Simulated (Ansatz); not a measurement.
# AlN (F-43m):B_Al, thermodynamic levels from a 54-atom cell

Aim: at which Fermi levels does B_Al in AlN (F-43m) change its charge? The model is a cell of 54 host atoms with 1 Al taken out and 1 B put in.

Main program and level: Ansatz 0.2.0; place-levels on r2SCAN runs: charge-transition levels and formation energies with image-charge correction and potential alignment at the atomic sites; PAW set soft_1.

## (1) Set-up

The cell holds 54 atoms: 26 Al, 27 N and 1 B. Cell: a = 9.269 Å, b = 9.269 Å, c = 9.269 Å, α = 60.0°, β = 60.0°, γ = 60.0°. It derives from AlN (space group F-43m). Nearest the centre at fractional (0.333, 0.667, 0.667): B35 at 0.00 Å, N34 at 1.89 Å, N30 at 1.89 Å, N18 at 1.89 Å, N36 at 1.89 Å, Al23 at 3.09 Å, Al31 at 3.09 Å, Al5 at 3.09 Å.

As a file:

```xyz
54
Lattice="0.0000 6.5542 6.5542 6.5542 0.0000 6.5542 6.5542 6.5542 0.0000" Properties=species:S:1:pos:R:3 pbc="T T T"
Al    0.0000    0.0000    0.0000
N     1.0924    1.0924    1.0924
Al    2.1847    2.1847    0.0000
N     3.2771    3.2771    1.0924
Al    4.3695    4.3695    0.0000
N     5.4618    5.4618    1.0924
Al    2.1847    0.0000    2.1847
N     3.2771    1.0924    3.2771
Al    4.3695    2.1847    2.1847
N     5.4618    3.2771    3.2771
Al    6.5542    4.3695    2.1847
N     7.6466    5.4618    3.2771
Al    4.3695    0.0000    4.3695
N     5.4618    1.0924    5.4618
Al    6.5542    2.1847    4.3695
N     7.6466    3.2771    5.4618
Al    8.7389    4.3695    4.3695
N     9.8313    5.4618    5.4618
Al    0.0000    2.1847    2.1847
N     1.0924    3.2771    3.2771
Al    2.1847    4.3695    2.1847
N     3.2771    5.4618    3.2771
Al    4.3695    6.5542    2.1847
N     5.4618    7.6466    3.2771
Al    2.1847    2.1847    4.3695
N     3.2771    3.2771    5.4618
Al    4.3695    4.3695    4.3695
N     5.4618    5.4618    5.4618
Al    6.5542    6.5542    4.3695
N     7.6466    7.6466    5.4618
Al    4.3695    2.1847    6.5542
N     5.4618    3.2771    7.6466
Al    6.5542    4.3695    6.5542
N     7.6466    5.4618    7.6466
B     8.7389    6.5542    6.5542
N     9.8313    7.6466    7.6466
Al    0.0000    4.3695    4.3695
N     1.0924    5.4618    5.4618
Al    2.1847    6.5542    4.3695
N     3.2771    7.6466    5.4618
Al    4.3695    8.7389    4.3695
N     5.4618    9.8313    5.4618
Al    2.1847    4.3695    6.5542
N     3.2771    5.4618    7.6466
Al    4.3695    6.5542    6.5542
N     5.4618    7.6466    7.6466
Al    6.5542    8.7389    6.5542
N     7.6466    9.8313    7.6466
Al    4.3695    4.3695    8.7389
N     5.4618    5.4618    9.8313
Al    6.5542    6.5542    8.7389
N     7.6466    7.6466    9.8313
Al    8.7389    8.7389    8.7389
N     9.8313    9.8313    9.8313
```

The host's dielectric constants go in as inputs: 4.64 for the electrons alone, 8.51 with the ions, computed on the host (DFPT, PBEsol, on the r2SCAN cell), and a cell off the functional's own equilibrium shifts the ionic part.

The cell's shortest repeat is 9.3 Å.

## (2) Charge states

A transition level is the Fermi level at which two charge states cost the same, so each charge needs its own total energy, at its own relaxed structure.

Each atom starts 0.05 Å or so off its site in a random direction: a symmetric start keeps its symmetry, and would miss off-centre moves and Jahn–Teller distortions. Forces are taken at one point at (¼, ¼, ¼). The cell holds 1 electron more than the neutral one, with a uniform background that keeps it neutral on the whole. The electron count is odd, so at least one spin is unpaired; this run locks the moment at 1 μB.

The sampling was tested on the host first: at the k-points planned (1x1x1 shifted 0.25 0.25 0.25) its energy lies 0.045 eV an atom from the dense-mesh value, so the final energies take a denser sampling.

One state's input; the others differ in charge, spin, start and seed, and in occupations where the table says so.

File qm1_M1.relax/input.yaml:

```yaml
crystal:
  lattice:
    - [0.0, 6.55418986, 6.55418986]
    - [6.55418986, 0.0, 6.55418986]
    - [6.55418986, 6.55418986, 0.0]
  atoms:
    - { symbol: Al, position: [0.0, 0.0, 0.0] }
    - { symbol: "N", position: [0.08333333, 0.08333333, 0.08333333] }
    - { symbol: Al, position: [0.0, 0.0, 0.33333333] }
    - { symbol: "N", position: [0.08333333, 0.08333333, 0.41666667] }
    - { symbol: Al, position: [0.0, 0.0, 0.66666667] }
    - { symbol: "N", position: [0.08333333, 0.08333333, 0.75] }
    - { symbol: Al, position: [0.0, 0.33333333, 0.0] }
    - { symbol: "N", position: [0.08333333, 0.41666667, 0.08333333] }
    - { symbol: Al, position: [0.0, 0.33333333, 0.33333333] }
    - { symbol: "N", position: [0.08333333, 0.41666667, 0.41666667] }
    - { symbol: Al, position: [0.0, 0.33333333, 0.66666667] }
    - { symbol: "N", position: [0.08333333, 0.41666667, 0.75] }
    - { symbol: Al, position: [0.0, 0.66666667, 0.0] }
    - { symbol: "N", position: [0.08333333, 0.75, 0.08333333] }
    - { symbol: Al, position: [0.0, 0.66666667, 0.33333333] }
    - { symbol: "N", position: [0.08333333, 0.75, 0.41666667] }
    - { symbol: Al, position: [0.0, 0.66666667, 0.66666667] }
    - { symbol: "N", position: [0.08333333, 0.75, 0.75] }
    - { symbol: Al, position: [0.33333333, 0.0, 0.0] }
    - { symbol: "N", position: [0.41666667, 0.08333333, 0.08333333] }
    - { symbol: Al, position: [0.33333333, 0.0, 0.33333333] }
    - { symbol: "N", position: [0.41666667, 0.08333333, 0.41666667] }
    - { symbol: Al, position: [0.33333333, 0.0, 0.66666667] }
    - { symbol: "N", position: [0.41666667, 0.08333333, 0.75] }
    - { symbol: Al, position: [0.33333333, 0.33333333, 0.0] }
    - { symbol: "N", position: [0.41666667, 0.41666667, 0.08333333] }
    - { symbol: Al, position: [0.33333333, 0.33333333, 0.33333333] }
    - { symbol: "N", position: [0.41666667, 0.41666667, 0.41666667] }
    - { symbol: Al, position: [0.33333333, 0.33333333, 0.66666667] }
    - { symbol: "N", position: [0.41666667, 0.41666667, 0.75] }
    - { symbol: Al, position: [0.33333333, 0.66666667, 0.0] }
    - { symbol: "N", position: [0.41666667, 0.75, 0.08333333] }
    - { symbol: Al, position: [0.33333333, 0.66666667, 0.33333333] }
    - { symbol: "N", position: [0.41666667, 0.75, 0.41666667] }
    - { symbol: B, position: [0.33333333, 0.66666667, 0.66666667] }
    - { symbol: "N", position: [0.41666667, 0.75, 0.75] }
    - { symbol: Al, position: [0.66666667, 0.0, 0.0] }
    - { symbol: "N", position: [0.75, 0.08333333, 0.08333333] }
    - { symbol: Al, position: [0.66666667, 0.0, 0.33333333] }
    - { symbol: "N", position: [0.75, 0.08333333, 0.41666667] }
    - { symbol: Al, position: [0.66666667, 0.0, 0.66666667] }
    - { symbol: "N", position: [0.75, 0.08333333, 0.75] }
    - { symbol: Al, position: [0.66666667, 0.33333333, 0.0] }
    - { symbol: "N", position: [0.75, 0.41666667, 0.08333333] }
    - { symbol: Al, position: [0.66666667, 0.33333333, 0.33333333] }
    - { symbol: "N", position: [0.75, 0.41666667, 0.41666667] }
    - { symbol: Al, position: [0.66666667, 0.33333333, 0.66666667] }
    - { symbol: "N", position: [0.75, 0.41666667, 0.75] }
    - { symbol: Al, position: [0.66666667, 0.66666667, 0.0] }
    - { symbol: "N", position: [0.75, 0.75, 0.08333333] }
    - { symbol: Al, position: [0.66666667, 0.66666667, 0.33333333] }
    - { symbol: "N", position: [0.75, 0.75, 0.41666667] }
    - { symbol: Al, position: [0.66666667, 0.66666667, 0.66666667] }
    - { symbol: "N", position: [0.75, 0.75, 0.75] }
  host:
    repeats: [3, 3, 3]
    atoms:
      - { symbol: Al, position: [0.0, 0.0, 0.0] }
      - { symbol: "N", position: [0.25, 0.25, 0.25] }
total_charge: -1
basis:
  ecutwfc: 500
  xc_grid: 2
hamiltonian:
  xc: r2scan
  pseudopotentials: { kind: paw, azcp: { folder: soft_1 } }
kpoints:
  mp_grid: { grid: [1, 1, 1], shift: [0.25, 0.25, 0.25] }
magnetization:
  spin_polarized: true
  initial_magnetization: 1
  spin_locking: { lock_magnetization: hard }
scf:
  occupations: { method: fixed }
  max_iter: 60
output:
  forces: true
  charged_corrections:
    epsilon: 4.64
    static_epsilon: 8.51
    defect_position: [0.333333, 0.666667, 0.666667]
relax:
  f_tol: 0.02
  max_steps: 80
  random_displacement: { amplitude: 0.05, seed: 9069 }
checkpoint:
  write: "../qm1_M1.relax.run"
  compress: false
  write_wavefunctions: true
  write_every: 100000
```

On the command line:

```sh
$ ansatz run input.yaml --threads 4 --pin off --max-ram 7536MiB --backend cpu --events-out ev --progress --plain --runs-dir out
```

The relaxed structure is kept and the sampling changed to a 2×2×2 shifted mesh.

The run of this state that the levels use, under r2SCAN:

File qm1_M1.point/input.yaml:

```yaml
crystal:
  checkpoint: "../qm1_M1.relax.run"
  host: checkpoint
total_charge: -1
basis:
  ecutwfc: 500
  xc_grid: 2
hamiltonian:
  xc: r2scan
  pseudopotentials: { kind: paw, azcp: { folder: soft_1 } }
kpoints:
  mp_grid: { grid: [2, 2, 2], shift: [0.5, 0.5, 0.5] }
magnetization:
  spin_polarized: true
  initial_magnetization: 1
  spin_locking: { lock_magnetization: hard }
scf:
  occupations: { method: fermi_dirac, width: 0.01 }
  max_iter: 60
output:
  forces: true
  eigenvalues: true
  charged_corrections:
    epsilon: 4.64
    static_epsilon: 8.51
    defect_position: [0.333333, 0.666667, 0.666667]
  eigenstates: { localisation: true }
  populations: true
  efg: {}
  band_densities: [{ bands: [v1, v1] }, { bands: [c1, c1] }]
  write_density: true
  write_potential: true
  volumetric_format: npy
checkpoint:
  read: "../qm1_M1.relax.run"
  write: "../qm1_M1.point.run"
  compress: false
  write_wavefunctions: false
  write_every: 100000
```

Relaxations under r2SCAN at one point at (¼, ¼, ¼); times on 4 threads of Arm Neoverse V1, shared host:

```
charge  moment (μB)  occupations    outcome  steps  largest displacement against the far atoms (Å)   time
    −1            1        fixed  converged      9                                            0.26  3 min
     0            0        fixed  converged      6                                            0.20   51 s
    +1            1        fixed  converged     19                                            0.49  6 min
```

Single points under r2SCAN at a 2×2×2 shifted mesh; times on 4 threads of Arm Neoverse V1, shared host:

```
charge  moment (μB)  occupations    outcome     time
    −1            1  fermi-dirac  converged  2.2 min
     0            0  fermi-dirac  converged     45 s
    +1            1  fermi-dirac  converged  1.7 min
```

Distances (Å) from B35 to the nearest atoms after relaxation with r2SCAN:

```csv
charge,moment (μB),1.,2.,3.,4.,5.,6.
−1,1,N 1.62,N 1.68,N 1.69,N 1.75,Al 3.01,Al 3.02
0,0,N 1.69,N 1.69,N 1.69,N 1.70,Al 3.05,Al 3.05
+1,1,N 1.54,N 1.54,N 1.54,Al 2.70,Al 2.71,Al 2.71
```

## (3) place-levels, r2SCAN

A charged cell interacts with its images and the background, and its potential has another zero than the host's. place-levels removes the first by a point-charge model, screened by the static dielectric constant since the ions have relaxed around the charge, and the second by comparing potentials at atoms far from the defect.

The host is a run of the defect-free crystal in the same cutoffs, grids and k-points, so that basis and sampling errors cancel in part in the differences. The host is run in a cell of 2 atoms on a matching mesh. Its band edges are searched through the zone by a band path, so the gap is smaller than, or equal to, that on the mesh. Chemical potentials are energies per atom of Al (fcc) and B (alpha-rhombohedral (B12)), run with the same functional and cutoff.

File levels.point.yaml:

```yaml
host:
  run: host.point.run
states: [qm1_M1.point.run, q0.point.run, qp1_M1.point.run]
geometry_from:
  qm1_M1.point.run: qm1_M1.relax.run
  q0.point.run: q0.relax.run
  qp1_M1.point.run: qp1_M1.relax.run
  host.point.run: host.relax.run
chemical_potentials:
  Al:
    energy: -540.418346
    dataset: <sha256 of the dataset>
  B:
    energy: -156.554104
    dataset: <sha256 of the dataset>
epsilon: 4.64
static_epsilon: 8.51
vertical:
  - { from: qm1_M1.point.run, to: qm1_M1.point_neutral.run }
  - { from: qp1_M1.point.run, to: qp1_M1.point_neutral.run }
```

On the command line:

```sh
$ ansatz place-levels levels.point.yaml -- --threads 4 --pin off --max-ram 7536MiB
```

Numbers of over 12 decimals in the logs are rounded to 6 here.

The program printed:

```text
[... repeated set-up lines and file paths are left out, and long positions are rounded to six places ...]
(+1/0) 0.332 eV above the valence edge, 3.587 eV under the conduction edge
(0/-1) 4.697 eV above the valence edge (+4.812 eV without the band-filling correction), in the conduction band
formation energy of charge +1: +2.387 eV with the Fermi level at the valence edge
formation energy of charge 0: +2.719 eV with the Fermi level at the valence edge
formation energy of charge -1: +7.416 eV with the Fermi level at the valence edge
vertical -1 to 0: no energy, since no alignment is typed
  the change from vertical[0].from (qm1_M1.point.run) to vertical[0].to (qm1_M1.point_neutral.run): by its potential at epsilon 4.64 it stands at 0.573 0.243 0.611, with an rms radius of about 2.5 Å (1.4 1.5 1.4 Å across the planes of the cell's vectors); [...]
vertical +1 to 0: no energy, since no alignment is typed
  the change from vertical[1].from (qp1_M1.point.run) to vertical[1].to (qp1_M1.point_neutral.run): by its potential at epsilon 4.64 it stands at 0.422 0.756 0.367, with an rms radius of about 1.1 Å (0.0 0.0 1.1 Å across the planes of the cell's vectors); [...]
  edges by r2scan, gap 3.918 eV; the host is sampled to repeats of 18.54 Å
  the defect's cells are sampled to repeats of 18.54 Å, like sampling
  charge +1: -24688.2835 eV with its correction of +0.124 eV, at epsilon 8.51, aligned at sites: -0.1724 eV, mean over 19 atomic sites at or beyond 4.63 Å from the host's site at [0.3332, 0.6666, 0.6666] by the defect at [0.3333, 0.6667, 0.6667], with [...]
  charge 0: +0.000 eV for its dipole among its images, +0.000 omitted
  charge -1: -24669.7383 eV with its correction of +0.343 eV, at epsilon 8.51, aligned at sites: -0.0472 eV, mean over 19 atomic sites at or beyond 4.63 Å from the host's site at [0.3332, 0.6666, 0.6666] by the defect at [0.3333, 0.6667, 0.6667], with [...]
  of states[2] (qp1_M1.point.run): its alignment with the host at atomic sites is doubtful: the mean over the far sites moves by -0.1704 eV from their farther parts to their nearer, more than 0.05 eV. [...]
  of states[1] (q0.point.run): its alignment with the host at atomic sites is doubtful: the mean over the far sites moves by -0.1206 eV from their farther parts to their nearer, more than 0.05 eV. [...]
  of states[0] (qm1_M1.point.run): it parts from the run at its places by a charge that spreads by about 1.5 Å along one vector (1.3 Å or more is wide), by its potential at epsilon 4.64, taken for that of held ions (one typed too small widens it), where the [...]
  of vertical[0].from (qm1_M1.point.run): stability_check_not_made; [...]
  of vertical[1].from (qp1_M1.point.run): stability_check_not_made
```

The job ended after 0.36 s (4 threads of Arm Neoverse V1, shared host).

(Continued in part 2 of 2.)

[Logs are printed without paths, hosts, clocks, repeated set-up lines and the standing remarks that a program may print on its own settings, such as how far it seeks lower states.]

[Hosts, paths, dates, database ids (printed as entryN), source tags and the programs' standing remarks are cut or masked in the printed files.]

[Where a table of states has a column of steps, it counts the stored structures, which are thinned; the runs took as many ionic steps or more.]

[A defect's name tells the site on which it was built; relaxed atoms can leave that site.]

[For some hosts the program warned that the k-mesh of the response run may be too coarse for force constants and the static dielectric constant; such warnings are not shown here.]
